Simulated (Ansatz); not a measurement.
# Preparing LiMgVO4 (Cmcm) as a host crystal, part 3 of 4

Before any defect goes in: LiMgVO4 (Cmcm) at rest, and how it screens a charge.

Ansatz 0.2.0; plane-wave PAW DFT, PBEsol; relaxation of the host's cell and atoms (the session's first sound run).

So far. Step 3 (Dielectric tensors of the host): The principal values of the electronic dielectric tensor are 3.60, 3.63 and 3.69. The principal values of the static dielectric tensor are 7.38, 8.58 and 12.15.

### 6. Defect free supercell relaxed from its symmetric sites

This cell, the one that will hold the defects, is built from the relaxed host. Its coarser k-points can move the atoms a little, so it is relaxed from the symmetric sites, as the reference for the test of stability.

This step: plane-wave PAW DFT, PBEsol; relaxation of the defect-free supercell from its symmetric sites (Ansatz 0.2.0).

pristine.symmetric/input.yaml reads:

```yaml
crystal:
  lattice:
    - [0.0, 8.571724795, 6.2250320634]
    - [5.6171423385, 0.0, 6.2250320634]
    - [5.6171423385, 8.571724795, 0.0]
  atoms:
    - { symbol: Li, position: [0.4561772952, 0.2938227048, 0.2061772952] }
    - { symbol: Li, position: [0.4561772952, 0.2938227048, 0.7061772952] }
    - { symbol: Li, position: [0.9561772952, 0.7938227048, 0.2061772952] }
    - { symbol: Li, position: [0.9561772952, 0.7938227048, 0.7061772952] }
    - { symbol: Li, position: [0.0438227048, 0.2061772952, 0.2938227048] }
    - { symbol: Li, position: [0.0438227048, 0.2061772952, 0.7938227048] }
    - { symbol: Li, position: [0.5438227048, 0.7061772952, 0.2938227048] }
    - { symbol: Li, position: [0.5438227048, 0.7061772952, 0.7938227048] }
    - { symbol: Mg, position: [0.0, 0.5, 0.0] }
    - { symbol: Mg, position: [0.0, 0.5, 0.5] }
    - { symbol: Mg, position: [0.5, 0.0, 0.0] }
    - { symbol: Mg, position: [0.5, 0.0, 0.5] }
    - { symbol: Mg, position: [0.25, 0.75, 0.25] }
    - { symbol: Mg, position: [0.25, 0.75, 0.75] }
    - { symbol: Mg, position: [0.75, 0.25, 0.25] }
    - { symbol: Mg, position: [0.75, 0.25, 0.75] }
    - { symbol: V, position: [0.302343758, 0.447656242, 0.052343758] }
    - { symbol: V, position: [0.302343758, 0.447656242, 0.552343758] }
    - { symbol: V, position: [0.802343758, 0.947656242, 0.052343758] }
    - { symbol: V, position: [0.802343758, 0.947656242, 0.552343758] }
    - { symbol: V, position: [0.197656242, 0.052343758, 0.447656242] }
    - { symbol: V, position: [0.197656242, 0.052343758, 0.947656242] }
    - { symbol: V, position: [0.697656242, 0.552343758, 0.447656242] }
    - { symbol: V, position: [0.697656242, 0.552343758, 0.947656242] }
    - { symbol: O, position: [0.3556739909, 0.6144697724, 0.3855302276] }
    - { symbol: O, position: [0.3556739909, 0.6144697724, 0.8855302276] }
    - { symbol: O, position: [0.8556739909, 0.1144697724, 0.3855302276] }
    - { symbol: O, position: [0.8556739909, 0.1144697724, 0.8855302276] }
    - { symbol: O, position: [0.2575437848, 0.9924562152, 0.2623558172] }
    - { symbol: O, position: [0.2575437848, 0.9924562152, 0.7623558172] }
    - { symbol: O, position: [0.7575437848, 0.4924562152, 0.2623558172] }
    - { symbol: O, position: [0.7575437848, 0.4924562152, 0.7623558172] }
    - { symbol: O, position: [0.2424562152, 0.5075437848, 0.2376441828] }
    - { symbol: O, position: [0.2424562152, 0.5075437848, 0.7376441828] }
    - { symbol: O, position: [0.7424562152, 0.0075437848, 0.2376441828] }
    - { symbol: O, position: [0.7424562152, 0.0075437848, 0.7376441828] }
    - { symbol: O, position: [0.3644697724, 0.1056739909, 0.3943260091] }
    - { symbol: O, position: [0.3644697724, 0.1056739909, 0.8943260091] }
    - { symbol: O, position: [0.8644697724, 0.6056739909, 0.3943260091] }
    - { symbol: O, position: [0.8644697724, 0.6056739909, 0.8943260091] }
    - { symbol: O, position: [0.1443260091, 0.8855302276, 0.1144697724] }
    - { symbol: O, position: [0.1443260091, 0.8855302276, 0.6144697724] }
    - { symbol: O, position: [0.6443260091, 0.3855302276, 0.1144697724] }
    - { symbol: O, position: [0.6443260091, 0.3855302276, 0.6144697724] }
    - { symbol: O, position: [0.4876441828, 0.2623558172, 0.4924562152] }
    - { symbol: O, position: [0.4876441828, 0.2623558172, 0.9924562152] }
    - { symbol: O, position: [0.9876441828, 0.7623558172, 0.4924562152] }
    - { symbol: O, position: [0.9876441828, 0.7623558172, 0.9924562152] }
    - { symbol: O, position: [0.0123558172, 0.2376441828, 0.0075437848] }
    - { symbol: O, position: [0.0123558172, 0.2376441828, 0.5075437848] }
    - { symbol: O, position: [0.5123558172, 0.7376441828, 0.0075437848] }
    - { symbol: O, position: [0.5123558172, 0.7376441828, 0.5075437848] }
    - { symbol: O, position: [0.1355302276, 0.3943260091, 0.1056739909] }
    - { symbol: O, position: [0.1355302276, 0.3943260091, 0.6056739909] }
    - { symbol: O, position: [0.6355302276, 0.8943260091, 0.1056739909] }
    - { symbol: O, position: [0.6355302276, 0.8943260091, 0.6056739909] }
basis:
  ecutwfc: 420
  xc_grid: 2
hamiltonian:
  xc: pbesol
kpoints:
  mp_grid: { grid: [1, 1, 1], shift: [0.25, 0.25, 0.25] }
scf:
  occupations: { method: fermi_dirac, width: 0.01 }
  max_iter: 80
output:
  forces: true
relax:
  f_tol: 0.01
  max_steps: 60
  escape_saddle: false
checkpoint:
  write: "../pristine.symmetric.run"
  compress: false
  write_wavefunctions: false
  write_every: 100000
```

Launch:

```
$ ansatz run input.yaml --threads 4 --pin off --max-ram 7536MiB --backend cpu --events-out ev --progress --plain --runs-dir out
```

Numbers of over 12 decimals in the logs are rounded to 6 here.

Output:

```text
[...]
Crystal: 56 atoms, lattice volume = 599.453 Å³
Basis set: ecut = 420 eV, 11639 PW (Γ), exchange–correlation on 144×120×144 points (8 copies of the dense FFT grid, shifted against one another)
Bands: 256, of which v1, the nominal top of the filled ones, is band 200 counted from 1 (199 counted from 0)
Symmetry: 8 space group operations
k-points: 1
[...]
SCF iter   1: F=—  HF=-58011.554546 eV  |F-HF|=—  |Δ(HF+E_count)|=         —  Δρ=1.46e-2  dr2=1.04e0  ethr=1.77e-3  ⟨swp⟩=6.0  Hψ=1033  notcnv=0
[...]
SCF iter   8: F=-58011.299702 eV  HF=-58011.299702 eV  |F-HF|=2.27e-7  |Δ(HF+E_count)|=   2.71e-6  Δρ=1.15e-5  dr2=8.05e-7  ethr=6.25e-10  ⟨swp⟩=3.0  Hψ=660  notcnv=0
SCF 1 converged in 8 iterations: F = -58011.299702 eV  dr2 = 8.05e-7
[...]
relax step   1: F+E_penalty+E_count = -58011.29970203 eV  Δ(F+E_penalty+E_count) = +0.000e0 eV  max|allowed force component| = 1.519e-2 eV/Å  Δτ_max = 0.0000 Å  (8 SCF iters, dr2 threshold 2.50e-6 eV, accepted)
[...]
SCF iter   5: F=-58011.299856 eV  HF=-58011.299856 eV  |F-HF|=1.76e-8  |Δ(HF+E_count)|=   4.25e-7  Δρ=4.12e-6  dr2=6.92e-8  ethr=2.50e-11  ⟨swp⟩=3.0  Hψ=819  notcnv=0
SCF 2 converged in 5 iterations: F = -58011.299856 eV  dr2 = 6.92e-8
relax step   2: F+E_penalty+E_count = -58011.29985573 eV  Δ(F+E_penalty+E_count) = -1.537e-4 eV  max|allowed force component| = 8.337e-3 eV/Å  Δτ_max = 0.0010 Å  (5 SCF iters, accepted)
SCF converged after 5 iterations
Free energy (F): -58011.299856 eV
[...]
Internal energy: -58011.299856 eV  (E = F + TS)
E sigma→0 (E₀):  -58011.299856 eV
Fermi energy:    6.981109 eV
[...]
--- Forces (eV/Å), atoms counted from 1 ---
  atom   1  Li    -0.00147828     0.00364411     0.00132993
  atom   2  Li    -0.00147828     0.00364411     0.00132993
  atom   3  Li    -0.00147828     0.00364411     0.00132993
  atom   4  Li    -0.00147828     0.00364411     0.00132993
  atom   5  Li     0.00147828    -0.00364411    -0.00132993
  atom   6  Li     0.00147828    -0.00364411    -0.00132993
  atom   7  Li     0.00147828    -0.00364411    -0.00132993
  atom   8  Li     0.00147828    -0.00364411    -0.00132993
  atom   9  Mg     0.00000000     0.00000000     0.00000000
  atom  10  Mg     0.00000000     0.00000000     0.00000000
  atom  11  Mg     0.00000000     0.00000000     0.00000000
  atom  12  Mg     0.00000000     0.00000000     0.00000000
  atom  13  Mg     0.00000000     0.00000000     0.00000000
  atom  14  Mg     0.00000000     0.00000000     0.00000000
  atom  15  Mg     0.00000000    -0.00000000     0.00000000
  atom  16  Mg     0.00000000     0.00000000     0.00000000
  atom  17  V     -0.00833696     0.00338011     0.00035584
  atom  18  V     -0.00833696     0.00338011     0.00035584
  atom  19  V     -0.00833696     0.00338011     0.00035584
  atom  20  V     -0.00833696     0.00338011     0.00035584
  atom  21  V      0.00833696    -0.00338011    -0.00035584
  atom  22  V      0.00833696    -0.00338011    -0.00035584
  atom  23  V      0.00833696    -0.00338011    -0.00035584
  atom  24  V      0.00833696    -0.00338011    -0.00035584
  atom  25  O      0.00096496    -0.00115621    -0.00534132
  atom  26  O      0.00096496    -0.00115621    -0.00534132
  atom  27  O      0.00096496    -0.00115621    -0.00534132
  atom  28  O      0.00096496    -0.00115621    -0.00534132
  atom  29  O     -0.00118308     0.00208762    -0.00216178
  atom  30  O     -0.00118308     0.00208762    -0.00216178
  atom  31  O     -0.00118308     0.00208762    -0.00216178
  atom  32  O     -0.00118308     0.00208762    -0.00216178
  atom  33  O      0.00118308    -0.00208762     0.00216178
  atom  34  O      0.00118308    -0.00208762     0.00216178
  atom  35  O      0.00118308    -0.00208762     0.00216178
  atom  36  O      0.00118308    -0.00208762     0.00216178
  atom  37  O     -0.00047865    -0.00200172    -0.00560486
  atom  38  O     -0.00047865    -0.00200172    -0.00560486
  atom  39  O     -0.00047865    -0.00200172    -0.00560486
  atom  40  O     -0.00047865    -0.00200172    -0.00560486
[...]
atom  45  O      0.00062229    -0.00622723    -0.00368029
  atom  46  O      0.00062229    -0.00622723    -0.00368029
  atom  47  O      0.00062229    -0.00622723    -0.00368029
  atom  48  O      0.00062229    -0.00622723    -0.00368029
  atom  49  O     -0.00062229     0.00622723     0.00368029
  atom  50  O     -0.00062229     0.00622723     0.00368029
  atom  51  O     -0.00062229     0.00622723     0.00368029
  atom  52  O     -0.00062229     0.00622723     0.00368029
  atom  53  O      0.00047865     0.00200172     0.00560486
  atom  54  O      0.00047865     0.00200172     0.00560486
  atom  55  O      0.00047865     0.00200172     0.00560486
  atom  56  O      0.00047865     0.00200172     0.00560486
  max |Σ_I F_I| component: 4.23e-18 eV/Å
--- Relaxed structure (2 steps of the walk, 2 accepted, 0 SCFs on fresh bases) ---
  F+E_penalty+E_count = -58011.29985573 eV   max|allowed force component| = 8.337e-3 eV/Å
  atoms:
    - { symbol: Li, position: [0.456302, 0.293749, 0.206096] }
    - { symbol: Li, position: [0.456302, 0.293749, 0.706096] }
    - { symbol: Li, position: [0.956302, 0.793749, 0.206096] }
    - { symbol: Li, position: [0.956302, 0.793749, 0.706096] }
    - { symbol: Li, position: [0.043698, 0.206251, 0.293904] }
    - { symbol: Li, position: [0.043698, 0.206251, 0.793904] }
    - { symbol: Li, position: [0.543698, 0.706251, 0.293904] }
    - { symbol: Li, position: [0.543698, 0.706251, 0.793904] }
    - { symbol: Mg, position: [0.0, 0.5, 0.0] }
    - { symbol: Mg, position: [0.0, 0.5, 0.5] }
    - { symbol: Mg, position: [0.5, 2.7755575615628914e-17, -2.7755575615628914e-17] }
    - { symbol: Mg, position: [0.500000, 5.551115123125783e-17, 0.5] }
    - { symbol: Mg, position: [0.25, 0.75, 0.25] }
    - { symbol: Mg, position: [0.250000, 0.75, 0.75] }
    - { symbol: Mg, position: [0.75, 0.250000, 0.25] }
    - { symbol: Mg, position: [0.750000, 0.250000, 0.75] }
    - { symbol: V, position: [0.302360, 0.447630, 0.052360] }
    - { symbol: V, position: [0.302360, 0.447630, 0.552360] }
    - { symbol: V, position: [0.802360, 0.947630, 0.052360] }
    - { symbol: V, position: [0.802360, 0.947630, 0.552360] }
    - { symbol: V, position: [0.197640, 0.052370, 0.447640] }
    - { symbol: V, position: [0.197640, 0.052370, 0.947640] }
    - { symbol: V, position: [0.697640, 0.552370, 0.447640] }
    - { symbol: V, position: [0.697640, 0.552370, 0.947640] }
    - { symbol: O, position: [0.355566, 0.614496, 0.385623] }
    - { symbol: O, position: [0.355566, 0.614496, 0.885623] }
    - { symbol: O, position: [0.855566, 0.114496, 0.385623] }
    - { symbol: O, position: [0.855566, 0.114496, 0.885623] }
    - { symbol: O, position: [0.257500, 0.992477, 0.262360] }
    - { symbol: O, position: [0.257500, 0.992477, 0.762360] }
    - { symbol: O, position: [0.757500, 0.492477, 0.262360] }
    - { symbol: O, position: [0.757500, 0.492477, 0.762360] }
    - { symbol: O, position: [0.242500, 0.507523, 0.237640] }
    - { symbol: O, position: [0.242500, 0.507523, 0.737640] }
    - { symbol: O, position: [0.742500, 0.007523, 0.237640] }
    - { symbol: O, position: [0.742500, 0.007523, 0.737640] }
    - { symbol: O, position: [0.364529, 0.105588, 0.394252] }
    - { symbol: O, position: [0.364529, 0.105588, 0.894252] }
    - { symbol: O, position: [0.864529, 0.605588, 0.394252] }
    - { symbol: O, position: [0.864529, 0.605588, 0.894252] }
    - { symbol: O, position: [0.144434, 0.885504, 0.114377] }
    - { symbol: O, position: [0.144434, 0.885504, 0.614377] }
    - { symbol: O, position: [0.644434, 0.385504, 0.114377] }
    - { symbol: O, position: [0.644434, 0.385504, 0.614377] }
    - { symbol: O, position: [0.487626, 0.262331, 0.492414] }
    - { symbol: O, position: [0.487626, 0.262331, 0.992414] }
    - { symbol: O, position: [0.987626, 0.762331, 0.492414] }
    - { symbol: O, position: [0.987626, 0.762331, 0.992414] }
    - { symbol: O, position: [0.012374, 0.237669, 0.007586] }
    - { symbol: O, position: [0.012374, 0.237669, 0.507586] }
    - { symbol: O, position: [0.512374, 0.737669, 0.007586] }
    - { symbol: O, position: [0.512374, 0.737669, 0.507586] }
    - { symbol: O, position: [0.135471, 0.394412, 0.105748] }
    - { symbol: O, position: [0.135471, 0.394412, 0.605748] }
    - { symbol: O, position: [0.635471, 0.894412, 0.105748] }
    - { symbol: O, position: [0.635471, 0.894412, 0.605748] }
```

Wall time 8 s (4 threads of Arm Neoverse V1, shared host); peak memory 1.1 GiB; 29 s of CPU time.

No atom moved by 0.005 Å in the relaxation.

(Continued in part 4 of 4.)

[Logs are printed without paths, hosts, clocks, repeated set-up lines and the standing remarks that a program may print on its own settings, such as how far it seeks lower states.]

[Hosts, paths, dates, database ids (printed as entryN), source tags and the programs' standing remarks are cut or masked in the printed files.]

[Runs of the host that timed out are not shown.]

[For some hosts the program warned that the k-mesh of the response run may be too coarse for force constants and the static dielectric constant; such warnings are not always shown.]
